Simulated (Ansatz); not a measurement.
# Starting-point dependence of the GW gap of WS2 (Tungstenite), part 2 of 2

One-shot GW is not self-consistent; how far does the start matter for WS2 (Tungstenite)?

Ansatz 0.2.0; G0W0 on several functionals, plane waves, PAW. Known limits of the many-body steps: not at the basis limit; no spin-orbit coupling; coarse k mesh.

So far. Step 3 (G0W0 on PBEsol): Against the run with 6×6×2 mesh, 240 empty bands, screening to 100 eV, PAW set soft_1 files on LDA, the gap moves by +0.02 eV, while the start moved by +0.03 eV. Step 4 (G0W0 on PBE): Against the run with 6×6×2 mesh, 240 empty bands, screening to 100 eV, PAW set soft_1 files on PBEsol, the gap moves by +0.02 eV, while the start moved by +0.05 eV.

In doubt: masses and optical values from hybrid runs of this build are listed as unsure (steps 6, 7, 8), which bears on the screening that GW takes from such a start.

## (5) G0W0 on r2SCAN

This step: G0W0 on r2SCAN, plane waves, PAW; PAW set soft_1.

Input file input.yaml:

```yaml
crystal:
  lattice:
    - [3.1532, 0.0, 0.0]
    - [-1.5766, 2.7307513032, 0.0]
    - [0.0, 0.0, 12.323]
  atoms:
    - { symbol: W, position: [0.3333333333, 0.6666666667, 0.25] }
    - { symbol: W, position: [0.6666666667, 0.3333333333, 0.75] }
    - { symbol: S, position: [0.3333333333, 0.6666666667, 0.6225] }
    - { symbol: S, position: [0.6666666667, 0.3333333333, 0.1225] }
    - { symbol: S, position: [0.3333333333, 0.6666666667, 0.8775] }
    - { symbol: S, position: [0.6666666667, 0.3333333333, 0.3775] }
kpoints:
  mp_grid: { grid: [6, 6, 2] }
hamiltonian:
  xc: r2scan
  pseudopotentials: { kind: paw, azcp: { folder: soft_1 } }
scf:
  occupations: { method: fixed }
gw:
  n_empty_bands: 240
  ecut_chi: 100
  qp_bands: [v2, c2]
  qp_kpoints: band_edges
  screening: { model: contour_deformation }
```

Launch:

```bash
> ansatz run input.yaml --threads 3 --pin off --max-ram 92160MiB --backend cuda --events-out ev --progress --plain --runs-dir out --devices 1 --max-vram 13GiB
```

Numbers of over 12 decimals in the logs are rounded to 6 here.

Output:

```text
GPUs: using 1 of 1 available (devices: 1).
[...]
GPU FFT provider: cuFFT
GPU libraries: cuBLAS 13.8.2, cuFFT 12.4.0, cuSOLVER 12.3.4
Crystal: 6 atoms, lattice volume = 106.108 Å³
Basis set: ecut = 500 eV, 2685 PW (Γ), exchange–correlation on 96×96×360 points (64 copies of the dense FFT grid, shifted against one another)
Bands: 32, of which v1, the nominal top of the filled ones, is band 26 counted from 1 (25 counted from 0)
[...]
1    28     14.0516   -13.7864    -4.1306   -18.4165  0.7656    14.5552    14.5511  root
[...]
13    25     10.8974   -18.9647     0.6686   -18.3366  0.7684    10.9380    10.9380  root
    13    26     10.8974   -18.9647     0.6686   -18.3366  0.7684    10.9380    10.9380  root
    13    27     12.9802   -15.9552    -3.7318   -20.1731  0.7662    13.4695    13.4664  root
    13    28     12.9802   -15.9552    -3.7318   -20.1731  0.7662    13.4695    13.4664  root
[key lines of the parts left out:]
SCF converged after 8 iterations
Free energy (F): -24425.149522 eV
Fermi energy:    11.597809 eV
```

It took 20 s on 1 × NVIDIA H100 80GB HBM3 (shared by 6 runs) with 3 threads of AMD EPYC 7R13 (Zen 3), shared host; peak memory 1.5 GiB; 30 s of CPU time.

Numbers from this step:

```
bands summed                                 : 266
RPA ε∞ on this mesh (eigenvalues)            : 5.524, 13.04, 13.04
plane waves in the screening matrix          : 255
G0W0 gap on the mesh                         : 1.403 eV
k of the valence top                         : 0, 0, 0
k of the conduction bottom                   : 0.1667, 0.1667, 0
starting gap on the mesh                     : 1.087 eV
least direct G0W0 gap on the computed points : 2.395 eV
```

Against the run with 6×6×2 mesh, 240 empty bands, screening to 100 eV, PAW set soft_1 files on PBE, the gap moves by +0.07 eV, while the start moved by +0.11 eV.

## (6) G0W0 on HSE06

This step: G0W0 on HSE06, plane waves, PAW; PAW set soft_1.

input.yaml, as its differences from that of step 5:

```diff
@@ -15,3 +15,3 @@
 hamiltonian:
-  xc: r2scan
+  xc: hse06
   pseudopotentials: { kind: paw, azcp: { folder: soft_1 } }
```

Output:

```text
GPUs: using 1 of 1 available (devices: 1).
[...]
davidson cushion auto → on  (no smearing: the cushion is to keep the highest requested band from converging to the state above it; pin scf.eigensolver.cushion to override)
[...]
GPU FFT provider: cuFFT
GPU libraries: cuBLAS 13.8.2, cuFFT 12.4.0, cuSOLVER 12.3.4
Crystal: 6 atoms, lattice volume = 106.108 Å³
Basis set: ecut = 420 eV, 2057 PW (Γ)
[...]
1    27     14.3896   -13.5662    -4.0501   -17.8471  0.7823    14.6210    14.6204  root
     1    28     14.3896   -13.5662    -4.0501   -17.8471  0.7823    14.6210    14.6204  root
[...]
13    25     10.7081   -18.7341     0.6278   -18.2201  0.7857    10.8218    10.8219  root
    13    26     10.7081   -18.7341     0.6278   -18.2201  0.7857    10.8218    10.8219  root
    13    27     13.1661   -15.5913    -3.6413   -19.5142  0.7839    13.4485    13.4477  root
    13    28     13.1661   -15.5913    -3.6413   -19.5142  0.7839    13.4485    13.4477  root
[key lines of the parts left out:]
Free energy (F): -24388.911256 eV
Fermi energy:    11.395866 eV
```

Run time: 50 s. Hardware: 1 × NVIDIA H100 80GB HBM3 (shared by 6 runs) with 3 threads; peak memory 1.7 GiB; 59 s of CPU time.

This step gave:

```
bands summed                                 : 266
RPA ε∞ on this mesh (eigenvalues)            : 4.988, 11.26, 11.26
plane waves in the screening matrix          : 255
G0W0 gap on the mesh                         : 1.533 eV
k of the valence top                         : 0, 0, 0
k of the conduction bottom                   : 0.1667, 0.1667, 0
starting gap on the mesh                     : 1.501 eV
least direct G0W0 gap on the computed points : 2.491 eV
```

Against the run with 6×6×2 mesh, 240 empty bands, screening to 100 eV, PAW set soft_1 files on r2SCAN, the gap moves by +0.13 eV, while the start moved by +0.41 eV.

## (7) G0W0 on PBE0

This step: G0W0 on PBE0, plane waves, PAW; PAW set soft_1.

input.yaml, as its differences from that of step 6:

```diff
@@ -15,3 +15,3 @@
 hamiltonian:
-  xc: hse06
+  xc: pbe0
   pseudopotentials: { kind: paw, azcp: { folder: soft_1 } }
```

Output:

```text
GPUs: using 1 of 1 available (devices: 1).
[...]
GPU FFT provider: cuFFT
GPU libraries: cuBLAS 13.8.2, cuFFT 12.4.0, cuSOLVER 12.3.4
Crystal: 6 atoms, lattice volume = 106.108 Å³
Basis set: ecut = 420 eV, 2057 PW (Γ)
Bands: 32, of which v1, the nominal top of the filled ones, is band 26 counted from 1 (25 counted from 0)
Symmetry: 24 space group operations
[...]
k-points: 14 of 72
[...]
1    27     14.7480   -13.5551    -3.9585   -17.4773  0.7970    14.7118    14.7117  root
     1    28     14.7480   -13.5551    -3.9585   -17.4773  0.7970    14.7118    14.7117  root
[...]
13    25     10.3707   -18.7282     0.5922   -18.5230  0.8012    10.7568    10.7577  root
    13    26     10.3707   -18.7282     0.5922   -18.5230  0.8012    10.7568    10.7577  root
    13    27     13.4921   -15.5605    -3.5631   -19.1374  0.7992    13.5059    13.5059  root
    13    28     13.4921   -15.5605    -3.5631   -19.1374  0.7992    13.5059    13.5059  root
[key lines of the parts left out:]
Free energy (F): -24384.737590 eV
Fermi energy:    11.073664 eV
```

Run time: 48 s. Hardware: 1 × NVIDIA H100 80GB HBM3 (shared by 6 runs) with 3 threads; peak memory 1.7 GiB.

Numbers from this step:

```
bands summed                                 : 266
RPA ε∞ on this mesh (eigenvalues)            : 4.639, 9.790, 9.790
plane waves in the screening matrix          : 255
G0W0 gap on the mesh                         : 1.658 eV
k of the valence top                         : 0, 0, 0
k of the conduction bottom                   : 0.1667, 0.1667, 0
starting gap on the mesh                     : 2.157 eV
least direct G0W0 gap on the computed points : 2.612 eV
```

Against the run with 6×6×2 mesh, 240 empty bands, screening to 100 eV, PAW set soft_1 files on HSE06, the gap moves by +0.12 eV, while the start moved by +0.66 eV.

## (8) G0W0 on Hartree-Fock

This step: G0W0 on Hartree-Fock, plane waves, PAW; PAW set soft_1.

input.yaml, as its differences from that of step 7:

```diff
@@ -15,3 +15,3 @@
 hamiltonian:
-  xc: pbe0
+  xc: hf
   pseudopotentials: { kind: paw, azcp: { folder: soft_1 } }
```

Output:

```text
GPUs: using 1 of 1 available (devices: 1).
[...]
GPU FFT provider: cuFFT
GPU libraries: cuBLAS 13.8.2, cuFFT 12.4.0, cuSOLVER 12.3.4
Crystal: 6 atoms, lattice volume = 106.108 Å³
Basis set: ecut = 420 eV, 2057 PW (Γ)
Bands: 32, of which v1, the nominal top of the filled ones, is band 26 counted from 1 (25 counted from 0)
Symmetry: 24 space group operations
[...]
k-points: 14 of 72
[...]
1    27     18.5801   -13.3974    -3.1719   -13.4188  0.8606    15.4637    15.4296  root
     1    28     18.5801   -13.3974    -3.1719   -13.4188  0.8606    15.4637    15.4296  root
[...]
13    25      9.7929   -18.3699     0.6185   -18.3017  0.8691    10.3426    10.3433  root
    13    26      9.7929   -18.3699     0.6185   -18.3017  0.8691    10.3426    10.3433  root
    13    27     16.4246   -15.2738    -2.8262   -15.3427  0.8655    13.6869    13.6672  root
    13    28     16.4246   -15.2738    -2.8262   -15.3427  0.8655    13.6869    13.6672  root
[key lines of the parts left out:]
Free energy (F): -24070.463253 eV
Fermi energy:    10.316688 eV
```

Wall time 43 s (1 × NVIDIA H100 80GB HBM3 (shared by 6 runs) with 3 threads); peak memory 1.7 GiB; 51 s of CPU time.

Numbers from this step:

| Quantity | Value |
| --- | --- |
| bands summed | 266 |
| RPA ε∞ on this mesh (eigenvalues) | 3.102, 5.208, 5.208 |
| plane waves in the screening matrix | 255 |
| G0W0 gap on the mesh | 2.510 eV |
| k of the valence top | 0, 0, 0 |
| k of the conduction bottom | 0.1667, 0.1667, 0 |
| starting gap on the mesh | 6.108 eV |
| least direct G0W0 gap on the computed points | 3.196 eV |

Against the run with 6×6×2 mesh, 240 empty bands, screening to 100 eV, PAW set soft_1 files on PBE0, the gap moves by +0.85 eV, while the start moved by +3.95 eV.

## (9) Side by side

All on the 6×6×2 mesh with 240 empty bands and screening to 100 eV. Times are wall times on 1 × NVIDIA H100 80GB HBM3 (shared by 6 runs) with 3 threads of AMD EPYC 7R13 (Zen 3), shared host, good to a factor of about two.

| start | starting gap (eV) | shift (eV) | G0W0 gap (eV) | RPA ε∞ (harmonic mean) | Z (valence, conduction) | time |
| --- | --- | --- | --- | --- | --- | --- |
| LDA | 0.90 | +0.39 | 1.29 | 10.11 | 0.76, 0.77 | 16 s |
| PBEsol | 0.93 | +0.38 | 1.31 | 9.94 | 0.76, 0.77 | 15 s |
| PBE | 0.98 | +0.35 | 1.33 | 9.67 | 0.76, 0.77 | 16 s |
| r2SCAN | 1.09 | +0.32 | 1.40 | 8.97 | 0.77, 0.78 | 20 s |
| HSE06 | 1.50 | +0.03 | 1.53 | 7.93 | 0.78, 0.79 | 50 s |
| PBE0 | 2.16 | −0.50 | 1.66 | 7.15 | 0.80, 0.81 | 48 s |
| Hartree-Fock | 6.11 | −3.60 | 2.51 | 4.25 | 0.87, 0.87 | 43 s |

How the two edges are built up, in eV (the quasiparticle level is the starting level plus Σx plus Σc less Vxc):

| run | edge | start | Σx | Σc | Vxc | Z | QP |
| --- | --- | --- | --- | --- | --- | --- | --- |
| LDA | valence top | 11.45 | -19.48 | 0.56 | -19.09 | 0.76 | 11.61 |
| LDA | conduction bottom | 12.35 | -12.93 | -3.70 | -17.18 | 0.77 | 12.90 |
| PBEsol | valence top | 11.61 | -19.45 | 0.60 | -18.87 | 0.76 | 11.63 |
| PBEsol | conduction bottom | 12.55 | -12.91 | -3.66 | -16.96 | 0.77 | 12.94 |
| PBE | valence top | 11.72 | -19.49 | 0.63 | -18.80 | 0.76 | 11.66 |
| PBE | conduction bottom | 12.70 | -12.98 | -3.64 | -16.91 | 0.77 | 12.99 |
| r2SCAN | valence top | 11.60 | -19.64 | 0.64 | -19.05 | 0.77 | 11.65 |
| r2SCAN | conduction bottom | 12.68 | -13.12 | -3.63 | -17.12 | 0.78 | 13.05 |

## (10) Outcome

```yaml
g0w0_lda: 1.29 eV (start 0.90 eV)
g0w0_pbesol: 1.31 eV (start 0.93 eV)
g0w0_pbe: 1.33 eV (start 0.98 eV)
g0w0_r2scan: 1.40 eV (start 1.09 eV)
g0w0_hse06: 1.53 eV (start 1.50 eV)
g0w0_pbe0: 1.66 eV (start 2.16 eV)
g0w0_hartree_fock: 2.51 eV (start 6.11 eV)
known_limits: not at the basis limit; no spin-orbit coupling; coarse k mesh
```

In words: The starting gaps span 5.20 eV and the G0W0 gaps 1.22 eV. Between LDA and Hartree-Fock, 1.22 eV of the 5.20 eV survives, 23 %. Hartree-Fock screens less than LDA (ε∞ 4.25 against 10.11). Of the 1.22 eV by which its G0W0 gap is higher, the correlation part gives +0.42 eV, and exchange with the one-particle terms, which follow the orbitals, +0.79 eV. On PBE0 and Hartree-Fock the correction is negative: that start lies above its own G0W0 value. The smallest correction, +0.03 eV, is on HSE06, the start nearest to reproducing itself. Bands and cutoff are finite, so the gap is not at the basis limit. The miss can reach some tenths of an eV and take either sign; the mesh is an error of its own. The 6×6×2 mesh is coarse for this cell (its supercell is 19 Å along the shortest edge). The RPA ε∞ on it, from the LDA start, is 6.31 and 14.48; such meshes misread the long-range screening, most where the gap is narrow. The program warns that the mesh is coarse for exact exchange, which bears on the hybrid start's gap. The many-body steps are scalar-relativistic: spin-orbit coupling is not in them.

[Paths, hosts, dates, memory and timing lines, banners, echoed tables and standing remarks are left out of the program output.]

[Logs are printed without paths, hosts, clocks, repeated set-up lines and the standing remarks that a program may print on its own settings, such as how far it seeks lower states.]

[Runs of the session that timed out or met a known fault of the program may be left out.]

[Cells called generated may have been cut or substituted from an entry of the Crystallography Open Database or the Materials Project.]

[Hosts, paths, dates, database ids (printed as entryN), source tags and the programs' standing remarks are cut or masked in the printed files.]
